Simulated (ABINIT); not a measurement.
**CaInCl3 (Pm-3m): modes at Γ and the response to a field**

Aim: the zone-centre modes of CaInCl3 (Pm-3m).

Calculated with ABINIT 10.8.3; DFT LDA, scalar-relativistic, plane waves, PseudoDojo norm-conserving pseudopotentials.

This is a report of a sequence of runs, with most program output left out.

The structure was built from a prototype and need not be the compound's stable phase.

### 1. Starting point

It takes space group Pm-3m (No. 221, cubic). Conventional cell: a = 5.508 Å, b = 5.508 Å, c = 5.508 Å, α = 90.00°, β = 90.00°, γ = 90.00°. In has 12 Cl at 3.89 Å nearest. Nearest to Ca lie 6 Cl at 2.75 Å. Cl has 2 Ca at 2.75 Å nearest. Farther neighbours and most contacts between anions are not listed.

### 2. A probe with smearing

A first run with smearing and empty bands tells whether the crystal has a gap, which decides between fixed occupations and smearing later on.

probe.abi

```
# ground state
tolvrs 1.0d-08
prtden 1
prtwf 1

# basis, mesh and filling
ecut 31.0
ngkpt 4 4 4
nshiftk 1
shiftk 0.0 0.0 0.0
istwfk *1
occopt 7
tsmear 0.005
nband 31
nstep 100
diemac 9.0
prtebands 0
prtgsr 0
useylm 1

# cell and atoms
acell 10.4078556 10.4078556 10.4078556
rprim 
    1.0 0.0 0.0
    0.0 1.0 0.0
    0.0 0.0 1.0
ntypat 3
znucl 49 20 17
natom 5
typat 1 2 3 3 3
xred 
    0.0 0.0 0.0
    0.5 0.5 0.5
    0.5 0.5 0.0
    0.5 0.0 0.5
    0.0 0.5 0.5
pp_dirpath "./pseudo"
pseudos "In.upf, Ca.upf, Cl.upf"
```

Started as:

```sh
OMP_NUM_THREADS=1 mpirun -n 4 abinit probe.abi > probe.log
```

Wall time 34 s (4 MPI ranks of Arm Neoverse V2, shared host).

This step gave:

```
volume per atom   : 33.41 Å³
pressure          : -4.360 GPa
gap on the k-mesh : 3.466 eV
```

A gap of 3.5 eV opens on this mesh, so the crystal is taken as an insulator; the printed pressure holds the stress of the finite basis too.

### 3. Rough relaxation

The typed start is rough, so a first relaxation with smearing and loose thresholds takes it towards rest cheaply.

prerelax.abi

```
# relaxation
ionmov 2
optcell 2
dilatmx 1.15
chkdilatmx 0
ntime 40
tolmxf 3.0d-04
tolvrs 1.0d-10
prtwf 0
prtden 0
chksymtnons 0

# basis, mesh and filling
ecut 32.0
ecutsm 3.0
ngkpt 4 4 4
nshiftk 1
shiftk 0.0 0.0 0.0
istwfk *1
occopt 7
tsmear 0.005
nband 31
nstep 100
diemac 9.0
prtebands 0
prtgsr 0
useylm 1

# cell and atoms
acell 10.4078556 10.4078556 10.4078556
rprim 
    1.0 0.0 0.0
    0.0 1.0 0.0
    0.0 0.0 1.0
ntypat 3
znucl 49 20 17
natom 5
typat 1 2 3 3 3
xred 
    0.0 0.0 0.0
    0.5 0.5 0.5
    0.5 0.5 0.0
    0.5 0.0 0.5
    0.0 0.5 0.5
pp_dirpath "./pseudo"
pseudos "In.upf, Ca.upf, Cl.upf"
```

Started as:

```sh
OMP_NUM_THREADS=1 mpirun -n 4 abinit prerelax.abi > prerelax.log
```

Run time: 4.1 min. Hardware: 4 MPI ranks.

Relaxation path:

```
step  energy less that of the first step (eV)  largest force (eV/Å)  volume (Å³)
   1                                   0.0000                0.0000       167.07
   2                                  -0.0538                0.0000       164.95
   3                                  -0.3689                0.0000       130.08
   4                                  -0.4314                0.0000       141.34
   5                                  -0.4360                0.0000       139.07
```

```
conventional cell, symmetrised  before  after   change
                         a (Å)   5.508  5.181   -5.9 %
                         b (Å)   5.508  5.181   -5.9 %
                         c (Å)   5.508  5.181   -5.9 %
              volume (Å³/atom)   33.41  27.81  -16.8 %
```

Final coordinates:

```xyz
5
Lattice="5.1810 0.0000 0.0000 0.0000 5.1810 0.0000 0.0000 0.0000 5.1810" Properties=species:S:1:pos:R:3 pbc="T T T"
In    0.0000    0.0000    0.0000
Ca    2.5905    2.5905    2.5905
Cl    2.5905    2.5905    0.0000
Cl    2.5905    0.0000    2.5905
Cl    0.0000    2.5905    2.5905
```

Read from the output:

| Property | Result |
| --- | --- |
| volume per atom | 27.81 Å³ |
| pressure | -0.05722 GPa |
| gap on the k-mesh | 3.439 eV |

The volume changes by -16.8 % in this run and stands -16.8 % from the first cell.

### 4. Rough relaxation

The cell changed much, so the rough relaxation is repeated on a basis made for the new cell.

prerelax.abi, as its differences from that of step 3:

```diff
@@ -29,3 +29,3 @@
 # cell and atoms
-acell 10.4078556 10.4078556 10.4078556
+acell 9.790598851 9.790598851 9.790598851
 rprim
```

It took 48 s on 4 MPI ranks; 3.2 min of CPU time.

Little changed from the start: no atom moved by 0.005 Å and no cell edge by 0.1 %.

This step gave:

* pressure: -0.05721 GPa

The volume changes by +0.0 % in this run and stands -16.8 % from the first cell.

### 5. Relaxation

The harmonic expansion needs vanishing forces, and a free crystal bears no stress, so cell and atoms are brought to rest. Stress is more sensitive to the basis than forces are: the last 3 Ha under the cutoff are smoothed with ecutsm, and the cutoff is raised above that of the later runs.

relax.abi, as its differences from prerelax.abi of step 4:

```diff
@@ -3,7 +3,6 @@
 optcell 2
-dilatmx 1.15
-chkdilatmx 0
+dilatmx 1.08
 ntime 40
-tolmxf 3.0d-04
-tolvrs 1.0d-10
+tolmxf 1.0d-05
+tolvrs 1.0d-14
 prtwf 0
@@ -13,3 +12,3 @@
 # basis, mesh and filling
-ecut 32.0
+ecut 39.0
 ecutsm 3.0
@@ -19,5 +18,4 @@
 istwfk *1
-occopt 7
-tsmear 0.005
-nband 31
+occopt 1
+nband 22
 nstep 100
```

Started as:

```sh
OMP_NUM_THREADS=1 mpirun -n 4 abinit relax.abi > relax.log
```

Run time: 2.3 min. Hardware: 4 MPI ranks.

Little changed from the start: no atom moved by 0.005 Å and no cell edge by 0.1 %.

Numbers from this step:

```yaml
volume_per_atom: 27.77 Å³
pressure: 1.28e-4 GPa
```

The volume changes by -0.2 % in this run and stands -16.9 % from the first cell.

### 6. Ground state

The response is built on these wavefunctions, so the potential is converged far more tightly than an energy would need. The mesh is shifted off Γ, since shifted meshes converge sums over the zone faster.

gs.abi

```
# ground state
tolvrs 1.0d-16
prtden 1
prtwf 1

# basis, mesh and filling
ecut 31.0
ngkpt 4 4 4
nshiftk 1
shiftk 0.5 0.5 0.5
istwfk *1
occopt 1
nband 22
nstep 100
diemac 9.0
prtebands 0
prtgsr 0
useylm 1

# cell and atoms
acell 9.785154247 9.785154247 9.785154247
rprim 
    1.0 0.0 0.0
    0.0 1.0 0.0
    0.0 0.0 1.0
ntypat 3
znucl 49 20 17
natom 5
typat 1 2 3 3 3
xred 
    0.0 0.0 0.0
    0.5 0.5 0.5
    0.5 0.5 0.0
    0.5 0.0 0.5
    0.0 0.5 0.5
pp_dirpath "./pseudo"
pseudos "In.upf, Ca.upf, Cl.upf"
```

Started as:

```sh
OMP_NUM_THREADS=1 mpirun -n 4 abinit gs.abi > gs.log
```

Elapsed: 16 s, on 4 MPI ranks.

Numbers from this step:

```
pressure : -0.2484 GPa
```

The cell stands at -0.25 GPa: the relaxation ran with a smoothed and higher cutoff and on another k mesh.

### 7. Empty bands

Empty bands on the ground state's density check that the gap assumed so far is there in this cell.

gap.abi

```
# empty bands on the ground state's density
iscf -2
getden_filepath "gso_DEN"
tolwfr 1.0d-12
nbdbuf 2
prtwf 0

# basis, mesh and filling
ecut 31.0
ngkpt 4 4 4
nshiftk 1
shiftk 0.0 0.0 0.0
istwfk *1
occopt 1
nband 26
nstep 100
diemac 9.0
prtebands 0
prtgsr 0
useylm 1

# cell and atoms
acell 9.785154247 9.785154247 9.785154247
rprim 
    1.0 0.0 0.0
    0.0 1.0 0.0
    0.0 0.0 1.0
ntypat 3
znucl 49 20 17
natom 5
typat 1 2 3 3 3
xred 
    0.0 0.0 0.0
    0.5 0.5 0.5
    0.5 0.5 0.0
    0.5 0.0 0.5
    0.0 0.5 0.5
pp_dirpath "./pseudo"
pseudos "In.upf, Ca.upf, Cl.upf"
```

Started as:

```sh
OMP_NUM_THREADS=1 mpirun -n 4 abinit gap.abi > gap.log
```

Wall time 31 s (4 MPI ranks).

Read from the output:

| Quantity | Value |
| --- | --- |
| gap on the k-mesh | 3.437 eV |

In this cell the gap on the mesh is 3.4 eV, direct, so fixed occupations hold.

### 8. Linear response at Γ

The derivative of the wavefunctions by k comes first, since the response to a field is built on it; then the field and the displacements that symmetry doesn't supply are solved at q = 0.

It reads the wavefunctions written in step 6.

dfpt_gamma.abi

```
ndtset 2

# common to the responses
getwfk_filepath "gso_WFK"
kptopt 2
nqpt 1
qpt 0.0 0.0 0.0
asr 0
chneut 0

# d/dk
rfelfd1 2
rfdir1 1 1 1
iscf1 -3
tolwfr1 1.0d-20

# displacements, field
rfphon2 1
rfatpol2 1 5
rfdir2 1 1 1
rfelfd2 3
getddk2 1
tolvrs2 1.0d-10
prtwf2 0

# basis, mesh and filling
ecut 31.0
ngkpt 4 4 4
nshiftk 1
shiftk 0.5 0.5 0.5
istwfk *1
occopt 1
nband 22
nstep 100
diemac 9.0
prtebands 0
prtgsr 0
useylm 1

# cell and atoms
acell 9.785154247 9.785154247 9.785154247
rprim 
    1.0 0.0 0.0
    0.0 1.0 0.0
    0.0 0.0 1.0
ntypat 3
znucl 49 20 17
natom 5
typat 1 2 3 3 3
xred 
    0.0 0.0 0.0
    0.5 0.5 0.5
    0.5 0.5 0.0
    0.5 0.0 0.5
    0.0 0.5 0.5
pp_dirpath "./pseudo"
pseudos "In.upf, Ca.upf, Cl.upf"
```

Started as:

```sh
OMP_NUM_THREADS=1 mpirun -n 4 abinit dfpt_gamma.abi > dfpt_gamma.log
```

Run time: 6.2 min. Hardware: 4 MPI ranks.

Numbers from this step:

| Item | Value |
| --- | --- |
| miss of the charge sum rule | 0.005660 e |
| largest acoustic frequency at the zone centre before the sum rule | 1.45 cm⁻¹ |
| highest optical zone-centre mode (no LO-TO term) | 329.2 cm⁻¹ |
| lowest optical zone-centre mode | -64.72 cm⁻¹ |
| mean high-frequency dielectric constant | 3.832 |
| largest Born charge in size (third of the trace) | 2.426 e |

Born charge (rows field, columns displacement), before the sum rule (e), principal values of the symmetric part by kind of site:

```
atom  atoms with these values    low  middle   high   mean
 In1                        1   1.94    1.94   1.94   1.94
 Ca2                        1   2.43    2.43   2.43   2.43
 Cl3                        3  -1.91   -1.23  -1.23  -1.45
```

In full for Ca2:

```
2.43 0.00 0.00
0.00 2.43 0.00
0.00 0.00 2.43
```

High-frequency dielectric tensor:

```
3.83 0.00 0.00
0.00 3.83 0.00
0.00 0.00 3.83
```

The acoustic modes at Γ come out as far as 1.4 cm⁻¹ from zero, where they should vanish, a small numerical error; the Born charges miss their sum rule by 0.0057 e, which is good. The lowest optical mode is imaginary, 65i cm⁻¹, an instability at this level and on this k mesh.

### 9. Modes with the sum rule

anaddb reads the merged derivatives, imposes the acoustic sum rule and charge neutrality, and adds the LO-TO term along chosen directions.

anaddb.abi

```
ddb_filepath "gamma_DDB"
output_file "anaddb.abo"
outdata_prefix "anaddb"
asr 1
chneut 1
enunit 2
eivec 1
nph1l 1
qph1l 0.0 0.0 0.0 1.0
dieflag 2
nph2l 3
qph2l 
    1.0 0.0 0.0 0.0
    0.0 0.0 1.0 0.0
    1.0 1.0 1.0 0.0
```

mrgddb.in

```
gamma_DDB
merged
2
dfpt_gammao_DS2_DDB
gso_DDB
```

Started as:

```sh
mrgddb < mrgddb.in > mrgddb.log
OMP_NUM_THREADS=1 anaddb anaddb.abi > anaddb.log
```

Run time: 0.51 s. Hardware: 1 thread.

Numbers from this step:

| Quantity | Value |
| --- | --- |
| miss of the charge sum rule | 0.00566 e |
| highest optical zone-centre mode (no LO-TO term) | 329.1 cm⁻¹ |
| highest mode moved by the LO-TO term | 361.9 cm⁻¹ |

No LO-TO term; unit eigenvectors of the mass-weighted matrix, from anaddb's displacements. Modes at Γ, with each element's share of the kinetic energy (negative means imaginary):

```
mode  frequency (cm⁻¹)  symmetry  In %  Ca %  Cl %
   1             -64.7       T1u    48     1    51
   2             -64.7       T1u    48     1    51
   3             -64.7       T1u    48     1    51
   4             -24.1       T2u     0     0   100
   5             -24.1       T2u     0     0   100
   6             -24.1       T2u     0     0   100
   7               0.0  acoustic    44    15    41
   8               0.0  acoustic    44    15    41
   9               0.0  acoustic    44    15    41
  10              83.4       T1u     8    44    48
  11              83.4       T1u     8    44    48
  12              83.4       T1u     8    44    48
  13             329.2       T1u     0    40    60
  14             329.2       T1u     0    40    60
  15             329.2       T1u     0    40    60
```

Displacements in mode 1 (-64.7 cm⁻¹), the largest set to 1:
```
In1  0.00  0.00 -0.77
Ca2  0.00  0.00  0.19
Cl3  0.00  0.00  0.29
Cl4  0.00  0.00  1.00
Cl5  0.00  0.00  1.00
```

Displacements in mode 13 (329.2 cm⁻¹), the largest set to 1:
```
In1  0.00  0.00  0.00
Ca2  0.00  0.00  0.76
Cl3  0.00  0.00 -1.00
Cl4  0.00  0.00  0.07
Cl5  0.00  0.00  0.07
```

With imaginary modes the relaxed-ion tensors have no meaning and are not tabulated.

The rule moves no optical mode by more than 0.1 cm⁻¹.

### 10. Sum rules set otherwise (asr 0)

Without the rule the raw error of the acoustic modes shows.

anaddb.abi, as its differences from that of step 9:

```diff
@@ -3,4 +3,4 @@
 outdata_prefix "anaddb"
-asr 1
-chneut 1
+asr 0
+chneut 0
 enunit 2
```

mrgddb.in is that of step 9.

Elapsed: 0.51 s, on 1 thread.

This step gave:

* highest optical zone-centre mode (no LO-TO term): 329.2 cm⁻¹

Zone-centre frequencies as printed; negative means imaginary. Modes:

```
mode  frequency (cm⁻¹)
   1            -64.72
   2            -64.72
   3            -64.72
   4            -24.05
   5            -24.05
   6            -24.05
   7              1.45
   8              1.45
   9              1.45
  10              83.4
  11              83.4
  12              83.4
  13             329.2
  14             329.2
  15             329.2
```

With imaginary modes the relaxed-ion tensors have no meaning and are not tabulated.

### 11. What came out

```yaml
space_group_after_relaxation: Pm-3m
volume_per_atom: 27.8 Å³
highest_optical_zone_centre_mode_no_lo_to_term: 329.1 cm⁻¹
lowest_optical_zone_centre_mode: -64.7 cm⁻¹
highest_mode_moved_by_the_lo_to_term: 361.9 cm⁻¹
mean_high_frequency_dielectric_constant: 3.83
largest_born_charge_in_size_third_of_the_trace: 2.43 e
imaginary_optical_modes_at_the_zone_centre_no_q_mesh_in_this_session: yes
```

**Reading.** At the LDA level the optical modes of CaInCl3 (Pm-3m) at the zone centre (no LO-TO term) run from 65i to 329 cm⁻¹, so the structure is a saddle point, with 6 modes beyond 10i cm⁻¹ there. Along the directions run, the highest mode that the macroscopic field moves lies at 362 cm⁻¹. These are harmonic frequencies at zero temperature: anharmonic shifts and linewidths and thermal expansion are left out. The structure is a hypothetical one, built on a prototype.

[Host names and launcher messages were left out of these logs when they were recorded.]

[Logs are printed without paths, hosts, clocks, repeated set-up lines and the standing remarks that a program may print on its own settings, such as how far it seeks lower states.]

[Hosts, paths, dates, database ids (printed as entryN), source tags and the programs' standing remarks are cut or masked in the printed files.]
